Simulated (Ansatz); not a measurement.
# K3BrCl2 (P-3m1):H_Cl, thermodynamic levels from a 54-atom cell

Charge states of H_Cl in K3BrCl2 (P-3m1), set against the band edges. Model: a cell of 54 host atoms with 1 Cl taken out and 1 H put in.

Main program and level: Ansatz 0.2.0; place-levels on PBEsol runs: charge-transition levels and formation energies with image-charge correction and potential alignment at the atomic sites.

This is a report of a sequence of runs, with most program output left out.

## (1) Set-up

The cell holds 54 atoms: 27 K, 9 Br, 17 Cl and 1 H. Its edges and angles: a = 13.448 Å, b = 13.448 Å, c = 11.001 Å, α = 90.0°, β = 90.0°, γ = 120.0°. It derives from K3BrCl2 (space group P-3m1). Nearest the centre at fractional (0.556, 0.444, 0.339): H30 at 0.00 Å, K20 at 3.14 Å, K44 at 3.14 Å, K26 at 3.14 Å, K43 at 3.14 Å, K25 at 3.14 Å, K49 at 3.14 Å, Cl23 at 4.39 Å.

Screening for the image-charge correction: ε∞ = 2.47, ε0 = 5.30, from a response run on this crystal (DFPT, PBEsol) at that run's own cell.

The cell's shortest repeat is 11.0 Å.

## (2) Charge states

Levels follow from differences of total energies between charge states, each relaxed by itself.

Each atom starts 0.05 Å or so off its site in a random direction: a symmetric start keeps its symmetry, and would miss off-centre moves and Jahn–Teller distortions. Forces are taken at one point at (¼, ¼, ¼). The cell holds 1 electron more than the neutral one, with a uniform background that keeps it neutral on the whole. The electron count is odd, so at least one spin is unpaired; this run locks the moment at 1 μB.

The sampling was tested on the host first: at the k-points planned (1x1x1 shifted 0.25 0.25 0.25) its energy lies 0.000 eV an atom from the dense-mesh value, under the bound of 0.02 eV set for this test; that bounds the host's error, not the defect's.

One state's input; the others differ in charge, spin, start and seed, and in occupations where the table says so.

qm1_M1.relax/input.yaml

```yaml
crystal:
  lattice:
    - [13.44809796, 9.0e-08, 0.0]
    - [-6.72404905, 11.64639442, 0.0]
    - [0.0, 0.0, 11.00083486]
  atoms:
    - { symbol: K, position: [0.0, 0.0, 0.5] }
    - { symbol: K, position: [0.11111111, 0.22222222, 0.17740122] }
[... 3 atom lines left out ...]
    - { symbol: Cl, position: [0.22222222, 0.11111111, 0.3385976] }
[... 5 atom lines left out ...]
    - { symbol: Cl, position: [0.22222222, 0.44444444, 0.3385976] }
[... 7 atom lines left out ...]
    - { symbol: K, position: [0.44444444, 0.22222222, 0.17740122] }
[... 2 atom lines left out ...]
    - { symbol: Cl, position: [0.44444444, 0.22222222, 0.6614024] }
    - { symbol: Cl, position: [0.55555556, 0.11111111, 0.3385976] }
    - { symbol: K, position: [0.33333333, 0.33333333, 0.5] }
    - { symbol: K, position: [0.44444444, 0.55555556, 0.17740122] }
    - { symbol: K, position: [0.55555556, 0.44444444, 0.82259878] }
    - { symbol: Br, position: [0.33333333, 0.33333333, 0.0] }
    - { symbol: Cl, position: [0.44444444, 0.55555556, 0.6614024] }
    - { symbol: H, position: [0.55555556, 0.44444444, 0.3385976] }
[... 5 atom lines left out ...]
    - { symbol: Cl, position: [0.55555556, 0.77777778, 0.3385976] }
[... 6 atom lines left out ...]
    - { symbol: K, position: [0.66666667, 0.33333333, 0.5] }
    - { symbol: K, position: [0.77777778, 0.55555556, 0.17740122] }
[... 1 atom line left out ...]
    - { symbol: Br, position: [0.66666667, 0.33333333, 0.0] }
    - { symbol: Cl, position: [0.77777778, 0.55555556, 0.6614024] }
    - { symbol: Cl, position: [0.88888889, 0.44444444, 0.3385976] }
    - { symbol: K, position: [0.66666667, 0.66666667, 0.5] }
[... 2 atom lines left out ...]
    - { symbol: Br, position: [0.66666667, 0.66666667, 0.0] }
[... 1 atom line left out ...]
    - { symbol: Cl, position: [0.88888889, 0.77777778, 0.3385976] }
  host:
    repeats: [3, 3, 1]
    atoms:
      - { symbol: K, position: [0.0, 0.0, 0.5] }
      - { symbol: K, position: [0.33333333, 0.66666667, 0.17740122] }
      - { symbol: K, position: [0.66666667, 0.33333333, 0.82259878] }
      - { symbol: Br, position: [0.0, 0.0, 0.0] }
      - { symbol: Cl, position: [0.33333333, 0.66666667, 0.6614024] }
      - { symbol: Cl, position: [0.66666667, 0.33333333, 0.3385976] }
total_charge: -1
basis:
  ecutwfc: 420
  xc_grid: 2
hamiltonian:
  xc: pbesol
kpoints:
  mp_grid: { grid: [1, 1, 1], shift: [0.25, 0.25, 0.25] }
magnetization:
  spin_polarized: true
  initial_magnetization: 1
  spin_locking: { lock_magnetization: hard }
scf:
  occupations: { method: fixed }
  max_iter: 80
output:
  forces: true
  charged_corrections:
    epsilon: 2.47
    static_epsilon: 5.3
    defect_position: [0.555556, 0.444444, 0.338598]
relax:
  f_tol: 0.02
  max_steps: 80
  random_displacement: { amplitude: 0.05, seed: 3815 }
checkpoint:
  write: "../qm1_M1.relax.run"
  compress: false
  write_wavefunctions: true
  write_every: 100000
```

Launch:

```bash
$ ansatz run input.yaml --threads 8 --pin off --max-ram 14131MiB --backend cpu --events-out ev --progress --plain --runs-dir out
```

The relaxed structure is kept and the sampling changed to a 2×2×2 shifted mesh.

The run of this state that the levels use, under PBEsol:

qm1_M1.point/input.yaml

```yaml
crystal:
  checkpoint: "../qm1_M1.relax.run"
  host: checkpoint
total_charge: -1
basis:
  ecutwfc: 420
  xc_grid: 2
hamiltonian:
  xc: pbesol
kpoints:
  mp_grid: { grid: [2, 2, 2], shift: [0.5, 0.5, 0.5] }
magnetization:
  spin_polarized: true
  initial_magnetization: 1
  spin_locking: { lock_magnetization: hard }
scf:
  occupations: { method: fermi_dirac, width: 0.01 }
  max_iter: 80
output:
  forces: true
  eigenvalues: true
  charged_corrections:
    epsilon: 2.47
    static_epsilon: 5.3
    defect_position: [0.555556, 0.444444, 0.338598]
  eigenstates: { localisation: true }
  populations: true
  efg: {}
  band_densities: [{ bands: [v1, v1] }, { bands: [c1, c1] }]
  write_density: true
  write_potential: true
  volumetric_format: npy
checkpoint:
  read: "../qm1_M1.relax.run"
  write: "../qm1_M1.point.run"
  compress: false
  write_wavefunctions: false
  write_every: 100000
```

Relaxations under PBEsol at one point at (¼, ¼, ¼); times on 8 threads of Arm Neoverse V2, shared host:

```csv
charge,moment (μB),occupations,outcome,steps,largest displacement against the far atoms (Å),time
−1,1,fixed,converged,3,0.13,64 s
0,0,fixed,converged,3,0.10,32 s
+1,1,fixed,converged,9,0.37,3.3 min
```

Single points under PBEsol at a 2×2×2 shifted mesh; times on 8 threads of Arm Neoverse V2, shared host:

```csv
charge,moment (μB),occupations,outcome,time
−1,1,fermi-dirac,converged,2.8 min
0,0,fermi-dirac,converged,75 s
+1,1,fermi-dirac,converged,4.1 min
```

Distances (Å) from H30 to the nearest atoms after relaxation with PBEsol:

```csv
charge,moment (μB),1.,2.,3.,4.,5.,6.
−1,1,K 3.00,K 3.01,K 3.03,K 3.03,K 3.06,K 3.07
0,0,K 3.02,K 3.03,K 3.03,K 3.04,K 3.05,K 3.05
+1,1,K 3.20,K 3.21,K 3.24,K 3.58,K 3.61,K 3.62
```

## (3) Levels against the band edges, PBEsol

A charged cell interacts with its images and the background, and its potential has another zero than the host's. place-levels removes the first by a point-charge model, screened by the static dielectric constant since the ions have relaxed around the charge, and the second by comparing potentials at atoms far from the defect.

The host is a run of the defect-free crystal in the same cutoffs, grids and k-points, so that basis and sampling errors cancel in part in the differences. The host is run in a cell of 6 atoms on a matching mesh. Its band edges are searched through the zone by a band path, so the gap is smaller than, or equal to, that on the mesh. Chemical potentials are energies per atom of Cl (Cl2 molecule) and H (H2 molecule), run with the same functional and cutoff.

levels.point.yaml

```yaml
host:
  run: host.point.run
states: [qm1_M1.point.run, q0.point.run, qp1_M1.point.run]
geometry_from:
  qm1_M1.point.run: qm1_M1.relax.run
  q0.point.run: q0.relax.run
  qp1_M1.point.run: qp1_M1.relax.run
  host.point.run: host.relax.run
chemical_potentials:
  Cl:
    energy: -1060.711994
    dataset: "<sha256 of the dataset>"
  H:
    energy: -15.609288
    dataset: "<sha256 of the dataset>"
epsilon: 2.47
static_epsilon: 5.3
vertical:
  - { from: qm1_M1.point.run, to: qm1_M1.point_neutral.run }
  - { from: qp1_M1.point.run, to: qp1_M1.point_neutral.run }
```

Launch:

```bash
$ ansatz place-levels levels.point.yaml -- --threads 8 --pin off --max-ram 14131MiB
```

The job ended after 0.28 s (8 threads of Arm Neoverse V2, shared host).

Under PBEsol the gap is 4.54 eV, (+1/0) 0.60, (0/−1) 4.60 (outside the gap) (with band filling) eV.

Levels between the charges placed, in eV above the valence top:

```csv
,gap (eV),(+1/0),(0/−1)
PBEsol,4.54,0.60,4.60
```

Corrections by state:

```csv
charge,moment (μB),image terms and alignment (eV),band filling (eV),ε used,"over the lowest of its charge, as the program ranks them, band filling apart (eV)"
+1,1.0,0.202,-,5.30,0.000
0,0.0,0.000,-,-,0.000
−1,1.0,0.316,-0.599,5.30,0.000
```

The charged structures listed were also run neutral, and place-levels reads from each pair, by the potential or the spins, how wide the charge is by which they differ; that can be the carrier of either run.

```csv
charge,rms radius (Å),spread where it is widest against the cell (Å),wide from (Å),reading
+1,0.0,0.00,2.02,narrow
−1,7.5,4.60,1.91,wide
```

The neutral runs of these pairs need not share the spin of the lowest neutral state, and very wide values only mean spread over the cell.

From the program's caveats on the states, each cut to its opening words:

- charge +1 (1 μB): its displacements don't fall off away from the defect: farther atoms stand 0.036 Å off the host's places
- charge 0: its displacements don't fall off away from the defect: farther atoms stand 0.013 Å off the host's places
- charge −1 (1 μB): it parts from the run at its places by a charge that spreads by about 4.6 Å along one vector (1.9 Å or more is wide), by its potential at epsilon 2.47, taken [...]
- charge −1 (1 μB): a band-filling correction moves a carrier to the host's band edge, which changes its energy by -0.599 eV
- charge −1 (1 μB): its displacements don't fall off away from the defect: farther atoms stand 0.015 Å off the host's places
- charge −1 (1 μB): its moments are held at its close (magnetization.spin_locking), by a field of 0.082 eV a Bohr magneton, and its energy and levels are of the state that this [...]

Chemical potentials of the elements' reference phases, run alike. Formation energy by charge state (elemental references; gap 4.54 eV):

```csv
charge,at valence top (eV),at conduction bottom (eV),correction included (eV)
+1,3.10,7.64,0.20
0,3.70,3.70,0.00
−1,8.30,3.76,-0.28
```

Fermi level (eV), lowest formation energy (eV) and a bar from the least value:
```
     0.00       3.10 
     0.41       3.51 #####################
     0.82       3.70 ##############################
     1.24       3.70 ##############################
     1.65       3.70 ##############################
     2.06       3.70 ##############################
     2.48       3.70 ##############################
     2.89       3.70 ##############################
     3.30       3.70 ##############################
     3.72       3.70 ##############################
     4.13       3.70 ##############################
     4.54       3.70 ##############################
```

## (4) Effect of the sampling

The relaxations' own energies give the levels at their sampling, for comparison.

levels.relax_mesh.yaml

```yaml
host:
  run: host.relax.run
states: [qm1_M1.relax.run, q0.relax.run, qp1_M1.relax.run]
chemical_potentials:
  Cl:
    energy: -1060.711994
    dataset: "<sha256 of the dataset>"
  H:
    energy: -15.609288
    dataset: "<sha256 of the dataset>"
```

Launch:

```bash
$ ansatz place-levels levels.relax_mesh.yaml -- --threads 8 --pin off --max-ram 14131MiB
```

Run time: 0.09 s. Hardware: 8 threads.

Levels between neighbouring charges, in eV above the valence top:

```csv
,gap (eV),(+1/0),(0/−1)
"one point at (¼, ¼, ¼)",4.54,0.60,4.60
a 2×2×2 shifted mesh,4.54,0.60,4.60
```

Going from one point at (¼, ¼, ¼) to a 2×2×2 shifted mesh moves the levels that carry no band-filling term by up to 0.00 eV and formation energies against the elements by up to 0.00 eV; band-filling terms, which differ between samplings, are in these energies.

## (5) place-levels, r2SCAN

r2SCAN on the same structure is run to see how far the result rests on the functional, though not on the errors that semilocal functionals share; the sampling changes too, to one point at (¼, ¼, ¼), so differences hold both changes.

qm1_M1.r2scan/input.yaml

```yaml
crystal:
  checkpoint: "../qm1_M1.relax.run"
  host: checkpoint
total_charge: -1
basis:
  ecutwfc: 500
  xc_grid: 2
hamiltonian:
  xc: r2scan
kpoints:
  mp_grid: { grid: [1, 1, 1], shift: [0.25, 0.25, 0.25] }
magnetization:
  spin_polarized: true
  initial_magnetization: 1
  spin_locking: { lock_magnetization: hard }
scf:
  occupations: { method: fermi_dirac, width: 0.01 }
  max_iter: 80
output:
  forces: true
  eigenvalues: true
  charged_corrections:
    epsilon: 2.47
    static_epsilon: 5.3
    defect_position: [0.555556, 0.444444, 0.338598]
checkpoint:
  write: "../qm1_M1.r2scan.run"
  compress: false
  write_wavefunctions: false
  write_every: 100000
```

It took 88 s on 8 threads; peak memory 6.4 GiB; 11 min of CPU time.

levels.r2scan.yaml

```yaml
host:
  run: host.r2scan.run
  levels_from: { run: edges.r2scan.run }
states: [qm1_M1.r2scan.run, q0.r2scan.run, qp1_M1.r2scan.run]
geometry_from:
  qm1_M1.r2scan.run: qm1_M1.relax.run
  q0.r2scan.run: q0.relax.run
  qp1_M1.r2scan.run: qp1_M1.relax.run
  host.r2scan.run: host.relax.run
chemical_potentials:
  Cl:
    energy: -1083.517615
    dataset: "<sha256 of the dataset>"
  H:
    energy: -15.945667
    dataset: "<sha256 of the dataset>"
```

Launch:

```bash
$ ansatz place-levels levels.r2scan.yaml -- --threads 8 --pin off --max-ram 14131MiB
```

The job ended after 0.18 s (8 threads).

Under r2SCAN the gap is 5.31 eV, (+1/0) 0.75, (0/−1) 5.36 (outside the gap) (with band filling) eV.

## (6) The ladder

Levels between neighbouring charges, in eV above each run's own valence top:

```csv
,gap (eV),(+1/0),(0/−1),CPU time a state at this stage (restarts are quicker than cold starts)
"PBEsol, 2×2×2 shifted mesh",4.54,0.60,4.60,21 min
"r2SCAN on PBEsol structures, (¼, ¼, ¼)",5.31,0.75,5.36,8.1 min
```

## (7) What came out

```
gap of the host                                                             : 4.54 eV (PBEsol)
level (plus 1/0)                                                            : 0.60 eV above the valence top
level (0/minus 1)                                                           : 4.60 eV above the valence top, past the conduction bottom (5.20 eV above the valence top without the band-filling term)
lowest of the charges placed, just above the valence top (0.02 eV)          : +1
lowest of the charges placed, just below the conduction bottom (0.02 eV)    : 0
lowest formation energy at mid-gap of the charges run, elemental references : 3.70 eV
```

**Reading.** Of the charges placed (−1, 0 and +1), the lowest changes at 0.60 eV (+1/0) above the valence top, in a gap of 4.54 eV. Charges above +1 were not placed, so these runs say nothing of levels that involve them. States placed: +1 at 1 μB; 0 at 0 μB; −1 at 1 μB. Other spin states or structures, where not listed, weren't placed. The program finds carriers beyond a band edge of the host and adds a band-filling term at charge −1 (-0.60 eV); steps to such a charge show no bound level, and a defect level inside a band would be read the same way. H is taken at its element; compounds, which aren't counted here, bound the chemical potentials and would shift these formation energies. Going from one point at (¼, ¼, ¼) to a 2×2×2 shifted mesh moves the levels that carry no band-filling term by up to 0.00 eV and formation energies against the elements by up to 0.00 eV; band-filling terms, which differ between samplings, are in these energies. Limits: PBEsol makes the gap too small and tends to spread out bound carriers; where a gas molecule sets a chemical potential or the host's formation energy, its binding is uncorrected.

[Logs are printed without paths, hosts, clocks, repeated set-up lines and the standing remarks that a program may print on its own settings, such as how far it seeks lower states.]

[Hosts, paths, dates, database ids (printed as entryN), source tags and the programs' standing remarks are cut or masked in the printed files.]

[Where a table of states has a column of steps, it counts the stored structures, which are thinned; the runs took as many ionic steps or more.]

[A defect's name tells the site on which it was built; relaxed atoms can leave that site.]

[For some hosts the program warned that the k-mesh of the response run may be too coarse for force constants and the static dielectric constant; such warnings are not shown here.]
